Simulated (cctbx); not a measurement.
# La6FeBi2 with cctbx, script by script

Library: cctbx 2025.11. The data are simulated by the first script.

## 1. Simulate the data

run.py:

```python
from cctbx import adptbx, crystal, miller, sgtbx, xray
from cctbx.array_family import flex
from iotbx.shelx import hklf
from scitbx import matrix
import scitbx.random

cs = crystal.symmetry(unit_cell=(8.68, 8.68, 4.43, 90, 90, 120), space_group_symbol='Hall: P -6 -2')  # P-62m
atoms = [  # label, site, U (iso, or U11 U22 U33 U12 U13 U23 in A^2), occupancy
    ("Bi1", (1/3, 2/3, 0), (0.0039, 0.0039, 0.0041, 0.0020, -0.0000, -0.0000), 1),
    ("La1", (0, 0.388, 0.5), (0.0056, 0.0052, 0.0071, 0.0028, 0.0000, 0.0000), 1),
    ("La2", (0.2282, 0.2282, 0), (0.0066, 0.0066, 0.0064, 0.0033, 0.0000, 0.0000), 1),
    ("Fe1", (0, 0, 0.5), (0.0074, 0.0074, 0.0067, 0.0037, 0.0000, 0.0000), 1),
]
xs = xray.structure(crystal_symmetry=cs)
for label, site, u, occ in atoms:
    u = adptbx.u_cif_as_u_star(cs.unit_cell(), u) if isinstance(u, tuple) else u
    xs.add_scatterer(xray.scatterer(label, site=site, u=u, occupancy=occ))
xs.set_inelastic_form_factors(0.71073, "sasaki")
xs.show_summary()
p1 = xs.expand_to_p1()
ms = miller.build_set(p1, anomalous_flag=True, d_min=0.6)
flex.set_random_seed(283511)
scitbx.random.set_random_seed(283511)
ms = ms.select(flex.random_double(ms.size()) < 0.8)
i = ms.structure_factors_from_scatterers(p1, algorithm="direct").f_calc().as_intensity_array().data()
i = i * 20000 / flex.max(i)
sig = flex.sqrt(i + flex.pow2(0.06 * i) + 15 ** 2)
noise = scitbx.random.variate(scitbx.random.normal_distribution())(i.size())
data = ms.array(data=i + sig * noise, sigmas=sig).set_observation_type_xray_intensity()
with open("data.hkl", "w") as f:
    data.export_as_shelx_hklf(f)
print("reflections written:", data.size(), " <I/sigma> = %.1f" % flex.mean(data.data() / data.sigmas()))
for h, a, b in list(data.sort("data"))[:12]:
    print("%4d%4d%4d %9.1f %7.1f" % (h + (a, b)))
```

```console
$ python run.py
```

```text
Number of scatterers: 4
At special positions: 4
Unit cell: (8.68, 8.68, 4.43, 90, 90, 120)
Space group: P -6 2 m (No. 189)
reflections written: 4479  <I/sigma> = 12.9
   0   0   4   22371.3  1208.4
   0   0  -4   19474.6  1208.4
  -3   0   0   17771.7   998.0
   2  -1   1   17523.8   998.6
  -1  -1  -1   17409.1   998.6
  -1   2   1   17214.1   998.6
   0  -3   0   17197.6   998.0
  -3   3   0   16972.2   998.0
  -1   2  -1   16967.6   998.6
   0   3   0   16860.4   998.0
  -1  -1   1   16646.7   998.6
   2  -1  -1   16474.5   998.6
```

It took 0.24 s on 1 thread of Arm Neoverse V2 (shared host), peak memory 0.07 GiB.

## 2. Refinement (right model, isotropic)

run.py:

```python
import math
from cctbx import adptbx, crystal, maptbx, sgtbx, xray
from cctbx.array_family import flex
from cctbx.xray import observations
from iotbx.shelx import hklf
from scitbx.lstbx import normal_eqns_solving
from smtbx import absolute_structure, utils
from smtbx.refinement import constraints, least_squares

cs = crystal.symmetry(unit_cell=(8.68, 8.68, 4.43, 90, 90, 120), space_group_symbol='Hall: P -6 -2')  # P-62m
atoms = [  # label, site, U (iso, or U11 U22 U33 U12 U13 U23 in A^2), occupancy
    ("Bi1", (1/3, 2/3, 0), 0.0200, 1),
    ("La1", (0, 0.3805, 0.5), 0.0200, 1),
    ("La2", (0.2331, 0.2331, 0), 0.0200, 1),
    ("Fe1", (0, 0, 0.5), 0.0200, 1),
]
xs = xray.structure(crystal_symmetry=cs)
for label, site, u, occ in atoms:
    u = adptbx.u_cif_as_u_star(cs.unit_cell(), u) if isinstance(u, tuple) else u
    xs.add_scatterer(xray.scatterer(label, site=site, u=u, occupancy=occ))
xs.set_inelastic_form_factors(0.71073, "sasaki")
raw = hklf.reader(file_name="data.hkl").as_miller_arrays(crystal_symmetry=cs, anomalous=True)[0]
merged = raw.eliminate_sys_absent().merge_equivalents()
fo2 = merged.array().set_observation_type_xray_intensity()
print("Rint %.3f, %d unique reflections to %.2f A" % (merged.r_int(), fo2.size(), fo2.d_min()))
for sc in xs.scatterers():
    sc.flags.set_grad_site(True)
    sc.flags.set_grad_u_aniso(sc.flags.use_u_aniso())
    sc.flags.set_grad_u_iso(sc.flags.use_u_iso())
obs = fo2.as_xray_observations()
extra = {}
rep = constraints.reparametrisation(xs, [], utils.connectivity_table(xs), **extra)
ls = least_squares.crystallographic_ls(obs, rep, weighting_scheme=least_squares.mainstream_shelx_weighting(a=0, b=0))
print("cycle     R1     wR2    GooF  max shift (A)")
for cycle in range(8):
    ls.build_up()
    r1, wr2, goof = ls.r1_factor(cutoff_factor=2)[0], ls.wR2(), ls.goof()
    old = xs.sites_cart()
    normal_eqns_solving.levenberg_marquardt_iterations(ls, n_max_iterations=3, tau=1e-06, step_threshold=1e-7)
    big = flex.max((xs.sites_cart() - old).norms())
    print("%4d %7.4f %7.4f %7.3f %9.5f" % (cycle + 1, r1, wr2, goof, big))
    ls.build_up(objective_only=True)
    if abs(ls.wR2() - wr2) < 5e-5 and big < 5e-4:
        break
ls.build_up()
print("final R1 %.4f wR2 %.4f GooF %.3f  parameters %d  data/parameter %.1f" % (ls.r1_factor(cutoff_factor=2)[0], ls.wR2(), ls.goof(), ls.n_parameters, fo2.size() / ls.n_parameters))
cov = ls.covariance_matrix_and_annotations()
su = dict(zip(cov.annotations, (math.sqrt(max(v, 0)) for v in cov.matrix.matrix_packed_u_diagonal())))
a2 = cs.unit_cell().reciprocal_parameters()[0] ** -2
print("atom        x        y        z      Ueq    occ   su(xyz)  su(Uiso or U11)")
for sc in xs.scatterers():
    s = max(su.get(sc.label + k, 0) for k in (".x", ".y", ".z"))
    npd = "" if sc.is_positive_definite_u(cs.unit_cell()) else "  NPD"
    print("%-5s %8.5f %8.5f %8.5f %8.4f %6.3f %8.5f %7.4f%s" % ((sc.label,) + sc.site + (sc.u_iso_or_equiv(cs.unit_cell()), sc.occupancy, s, su.get(sc.label + ".uiso", su.get(sc.label + ".u11", 0) * a2), npd)))
fo = fo2.f_sq_as_f()
fc = fo.structure_factors_from_scatterers(xs, algorithm="direct").f_calc()
diff = fo.f_obs_minus_f_calc(1 / math.sqrt(ls.scale_factor()), fc).average_bijvoet_mates()
m = diff.fft_map(symmetry_flags=maptbx.use_space_group_symmetry, resolution_factor=0.25).apply_volume_scaling()
print("difference map: max %.2f min %.2f rms %.2f" % (m.statistics().max(), m.statistics().min(), m.statistics().sigma()))
peaks = m.peak_search(parameters=maptbx.peak_search_parameters(min_distance_sym_equiv=0.6, max_clusters=6)).all()
near = xs.closest_distances(peaks.sites(), distance_cutoff=4)
sps = cs.special_position_settings(min_distance_sym_equiv=0.5)
for k, (x, h) in enumerate(zip(peaks.sites(), peaks.heights())):
    ss = sps.site_symmetry(x)
    print("Q%-3d %7.4f %7.4f %7.4f %4d %7.2f  %.2f A from %s" % ((k + 1,) + tuple(t % 1 for t in ss.exact_site()) + (ss.multiplicity(), h, near.smallest_distances[k], xs.scatterers()[near.i_seqs[k]].label)))
```

```console
$ python run.py
```

```text
Rint 0.049, 560 unique reflections to 0.60 A
cycle     R1     wR2    GooF  max shift (A)
   1  0.2185  0.4708  16.860   0.06466
   2  0.0133  0.0316   1.130   0.00000
final R1 0.0133 wR2 0.0316 GooF 1.130  parameters 6  data/parameter 93.3
atom        x        y        z      Ueq    occ   su(xyz)  su(Uiso or U11)
Bi1    0.33333  0.66667  0.00000   0.0040  1.000  0.00000  0.0001
La1    0.00000  0.38795  0.50000   0.0060  1.000  0.00003  0.0001
La2    0.22813  0.22813  0.00000   0.0065  1.000  0.00004  0.0001
Fe1    0.00000  0.00000  0.50000   0.0068  1.000  0.00000  0.0002
difference map: max 2.11 min -2.13 rms 0.24
Q1    0.0000  0.3900  0.4107    6    2.23  0.40 A from La1
Q2    0.3333  0.6667  0.0886    4    1.50  0.39 A from Bi1
Q3    0.0000  0.0000  0.3232    2    1.24  0.78 A from Fe1
Q4    0.3333  0.6667  0.5000    2    1.14  2.21 A from Bi1
Q5    0.0876  0.6055  0.5000    6    0.95  1.65 A from La1
Q6    0.3333  0.6667  0.2344    4    0.89  1.04 A from Bi1
```

Time: 0.37 s.

## 3. Refinement (right model, anisotropic)

run.py, as its changes from the last script of this kind:

```diff
@@ -12,4 +12,4 @@
-    ("Bi1", (1/3, 2/3, 0), 0.0200, 1),
-    ("La1", (0, 0.3805, 0.5), 0.0200, 1),
-    ("La2", (0.2331, 0.2331, 0), 0.0200, 1),
-    ("Fe1", (0, 0, 0.5), 0.0200, 1),
+    ("Bi1", (1/3, 2/3, 0), 0.0040, 1),
+    ("La1", (0, 0.38795, 0.5), 0.0060, 1),
+    ("La2", (0.22813, 0.22813, 0), 0.0065, 1),
+    ("Fe1", (0, 0, 0.5), 0.0068, 1),
@@ -21,0 +22 @@
+xs.convert_to_anisotropic()
@@ -54,0 +56,4 @@
+fc = fo2.structure_factors_from_scatterers(xs, algorithm="direct").f_calc()
+absolute_structure.flack_analysis(xs, fo2.as_xray_observations()).show()
+h = absolute_structure.hooft_analysis(fo2, fc, scale_factor=ls.scale_factor())
+print("Hooft y: %.3f(%.0f)  Bijvoet pairs: %d" % (h.hooft_y, 1000 * h.sigma_y, h.n_bijvoet_pairs))
```

```console
$ python run.py
```

```text
Rint 0.049, 560 unique reflections to 0.60 A
cycle     R1     wR2    GooF  max shift (A)
   1  0.0133  0.0316   1.137   0.00020
   2  0.0117  0.0269   0.967   0.00000
final R1 0.0117 wR2 0.0269 GooF 0.967  parameters 12  data/parameter 46.7
atom        x        y        z      Ueq    occ   su(xyz)  su(Uiso or U11)
Bi1    0.33333  0.66667  0.00000   0.0039  1.000  0.00000  0.0001
La1    0.00000  0.38797  0.50000   0.0060  1.000  0.00003  0.0001
La2    0.22811  0.22811  0.00000   0.0065  1.000  0.00003  0.0001
Fe1    0.00000  0.00000  0.50000   0.0070  1.000  0.00000  0.0003
Flack x: -0.007(3)
Hooft y: 0.002(4)  Bijvoet pairs: 239
difference map: max 1.21 min -0.69 rms 0.20
Q1    0.3333  0.6667  0.5000    2    1.21  2.21 A from Bi1
Q2    0.0000  0.0000  0.2782    2    1.19  0.98 A from Fe1
Q3    0.3333  0.6667  0.2114    4    0.89  0.94 A from Bi1
Q4    0.0503  0.3373  0.3023   12    0.79  1.16 A from La1
Q5    0.1129  0.7813  0.5000    6    0.76  2.18 A from La1
Q6    0.0000  0.7840  0.5000    3    0.75  1.87 A from Fe1
```

Time: 0.38 s.

## 4. Refinement

run.py, as its changes from the last script of this kind:

```diff
@@ -12,4 +12,4 @@
-    ("Bi1", (1/3, 2/3, 0), 0.0040, 1),
-    ("La1", (0, 0.38795, 0.5), 0.0060, 1),
-    ("La2", (0.22813, 0.22813, 0), 0.0065, 1),
-    ("Fe1", (0, 0, 0.5), 0.0068, 1),
+    ("Bi1", (1/3, 2/3, 0), 0.0200, 1),
+    ("La1", (0, 0.3784, 0.5), 0.0200, 1),
+    ("La2", (0.2693, 0.2693, 0), 0.0200, 1),
+    ("Fe1", (0, 0, 0.5), 0.0200, 1),
@@ -22 +21,0 @@
-xs.convert_to_anisotropic()
@@ -36 +35 @@
-for cycle in range(8):
+for cycle in range(10):
@@ -40 +39 @@
-    normal_eqns_solving.levenberg_marquardt_iterations(ls, n_max_iterations=3, tau=1e-06, step_threshold=1e-7)
+    normal_eqns_solving.levenberg_marquardt_iterations(ls, n_max_iterations=3, tau=0.0001, step_threshold=1e-7)
@@ -56,4 +54,0 @@
-fc = fo2.structure_factors_from_scatterers(xs, algorithm="direct").f_calc()
-absolute_structure.flack_analysis(xs, fo2.as_xray_observations()).show()
-h = absolute_structure.hooft_analysis(fo2, fc, scale_factor=ls.scale_factor())
-print("Hooft y: %.3f(%.0f)  Bijvoet pairs: %d" % (h.hooft_y, 1000 * h.sigma_y, h.n_bijvoet_pairs))
```

```console
$ python run.py
```

```text
Rint 0.049, 560 unique reflections to 0.60 A
cycle     R1     wR2    GooF  max shift (A)
   1  0.4983  0.8003  28.662   0.33941
   2  0.0585  0.1507   5.397   0.01792
   3  0.0133  0.0316   1.130   0.00000
final R1 0.0133 wR2 0.0316 GooF 1.130  parameters 6  data/parameter 93.3
atom        x        y        z      Ueq    occ   su(xyz)  su(Uiso or U11)
Bi1    0.33333  0.66667  0.00000   0.0040  1.000  0.00000  0.0001
La1    0.00000  0.38795  0.50000   0.0060  1.000  0.00003  0.0001
La2    0.22813  0.22813  0.00000   0.0065  1.000  0.00004  0.0001
Fe1    0.00000  0.00000  0.50000   0.0068  1.000  0.00000  0.0002
difference map: max 2.11 min -2.13 rms 0.24
Q1    0.0000  0.3900  0.4107    6    2.23  0.40 A from La1
Q2    0.3333  0.6667  0.0886    4    1.50  0.39 A from Bi1
Q3    0.0000  0.0000  0.3232    2    1.24  0.78 A from Fe1
Q4    0.3333  0.6667  0.5000    2    1.14  2.21 A from Bi1
Q5    0.0876  0.6055  0.5000    6    0.95  1.65 A from La1
Q6    0.3333  0.6667  0.2344    4    0.89  1.04 A from Bi1
```

Time: 0.41 s.

This run holds a fault made on purpose: start far from the minimum.

## 5. Refinement

run.py, as its changes from the last script of this kind:

```diff
@@ -12,4 +12,4 @@
-    ("Bi1", (1/3, 2/3, 0), 0.0200, 1),
-    ("La1", (0, 0.3784, 0.5), 0.0200, 1),
-    ("La2", (0.2693, 0.2693, 0), 0.0200, 1),
-    ("Fe1", (0, 0, 0.5), 0.0200, 1),
+    ("Bi1", (2/3, 1/3, 0), 0.0040, 1),
+    ("La1", (0, 0.61205, 0.5), 0.0060, 1),
+    ("La2", (0.77187, 0.77187, 0), 0.0065, 1),
+    ("Fe1", (0, 0, 0.5), 0.0068, 1),
@@ -21,0 +22 @@
+xs.convert_to_anisotropic()
@@ -35 +36 @@
-for cycle in range(10):
+for cycle in range(12):
@@ -39 +40 @@
-    normal_eqns_solving.levenberg_marquardt_iterations(ls, n_max_iterations=3, tau=0.0001, step_threshold=1e-7)
+    normal_eqns_solving.levenberg_marquardt_iterations(ls, n_max_iterations=3, tau=1e-06, step_threshold=1e-7)
@@ -54,0 +56,4 @@
+fc = fo2.structure_factors_from_scatterers(xs, algorithm="direct").f_calc()
+absolute_structure.flack_analysis(xs, fo2.as_xray_observations()).show()
+h = absolute_structure.hooft_analysis(fo2, fc, scale_factor=ls.scale_factor())
+print("Hooft y: %.3f(%.0f)  Bijvoet pairs: %d" % (h.hooft_y, 1000 * h.sigma_y, h.n_bijvoet_pairs))
```

```console
$ python run.py
```

```text
Rint 0.049, 560 unique reflections to 0.60 A
cycle     R1     wR2    GooF  max shift (A)
   1  0.1199  0.3104  11.178   0.00440
   2  0.1191  0.3084  11.106   0.00000
final R1 0.1191 wR2 0.3084 GooF 11.106  parameters 12  data/parameter 46.7
atom        x        y        z      Ueq    occ   su(xyz)  su(Uiso or U11)
Bi1    0.66667  0.33333  0.00000   0.0044  1.000  0.00000  0.0007
La1    0.00000  0.61229  0.50000   0.0059  1.000  0.00036  0.0012
La2    0.77238  0.77238  0.00000   0.0073  1.000  0.00043  0.0011
Fe1    0.00000  0.00000  0.50000   0.0043  1.000  0.00000  0.0030
Flack x: 0.995(5)
Hooft y: 1.064(5)  Bijvoet pairs: 239
difference map: max 54.05 min -5.29 rms 1.30
Q1    0.3333  0.6667  0.0000    2   54.05  0.00 A from Bi1
Q2    0.0000  0.2316  0.0000    3   21.21  0.03 A from La2
Q3    0.0000  0.6098  0.5000    3   14.03  0.02 A from La1
Q4    0.0000  0.3893  0.0000    3    4.08  1.40 A from La2
Q5    0.0000  0.7637  0.0000    3    3.56  2.01 A from La2
Q6    0.0000  0.2332  0.5000    3    3.45  2.02 A from Fe1
```

Time: 0.4 s.

This run holds a fault made on purpose: the structure inverted.

## 6. Refinement

run.py, as its changes from the last script of this kind:

```diff
@@ -12,4 +12,3 @@
-    ("Bi1", (2/3, 1/3, 0), 0.0040, 1),
-    ("La1", (0, 0.61205, 0.5), 0.0060, 1),
-    ("La2", (0.77187, 0.77187, 0), 0.0065, 1),
-    ("Fe1", (0, 0, 0.5), 0.0068, 1),
+    ("Bi1", (1/3, 2/3, 0), 0.0040, 1),
+    ("La1", (0, 0.38795, 0.5), 0.0060, 1),
+    ("La2", (0.22813, 0.22813, 0), 0.0065, 1),
@@ -56,4 +54,0 @@
-fc = fo2.structure_factors_from_scatterers(xs, algorithm="direct").f_calc()
-absolute_structure.flack_analysis(xs, fo2.as_xray_observations()).show()
-h = absolute_structure.hooft_analysis(fo2, fc, scale_factor=ls.scale_factor())
-print("Hooft y: %.3f(%.0f)  Bijvoet pairs: %d" % (h.hooft_y, 1000 * h.sigma_y, h.n_bijvoet_pairs))
```

```console
$ python run.py
```

```text
Rint 0.049, 560 unique reflections to 0.60 A
cycle     R1     wR2    GooF  max shift (A)
   1  0.0975  0.2418   8.691   0.00156
   2  0.0963  0.2350   8.447   0.00000
final R1 0.0963 wR2 0.2350 GooF 8.447  parameters 10  data/parameter 56.0
atom        x        y        z      Ueq    occ   su(xyz)  su(Uiso or U11)
Bi1    0.33333  0.66667  0.00000   0.0030  1.000  0.00000  0.0005
La1    0.00000  0.38807  0.50000   0.0039  1.000  0.00024  0.0009
La2    0.22795  0.22795  0.00000   0.0058  1.000  0.00030  0.0007
difference map: max 116.62 min -7.41 rms 2.28
Q1    0.0000  0.0000  0.5000    1  116.62  2.97 A from La2
Q2    0.3333  0.6667  0.0000    2   28.27  0.00 A from Bi1
Q3    0.0000  0.7671  0.0000    3   18.75  0.04 A from La2
Q4    0.0000  0.3853  0.5000    3   13.77  0.02 A from La1
Q5    0.0553  0.3330  0.0000    6   13.39  2.11 A from La2
Q6    0.1024  0.6672  0.5000    6   12.56  2.12 A from La1
```

Run time: 0.38 s on 1 thread of Arm Neoverse V2, with other jobs on the host, peak memory 0.09 GiB.

This run holds a fault made on purpose: atom left out: Fe1.

[Logs are printed without paths, hosts, clocks, repeated set-up lines and the standing remarks that a program may print on its own settings, such as how far it seeks lower states.]
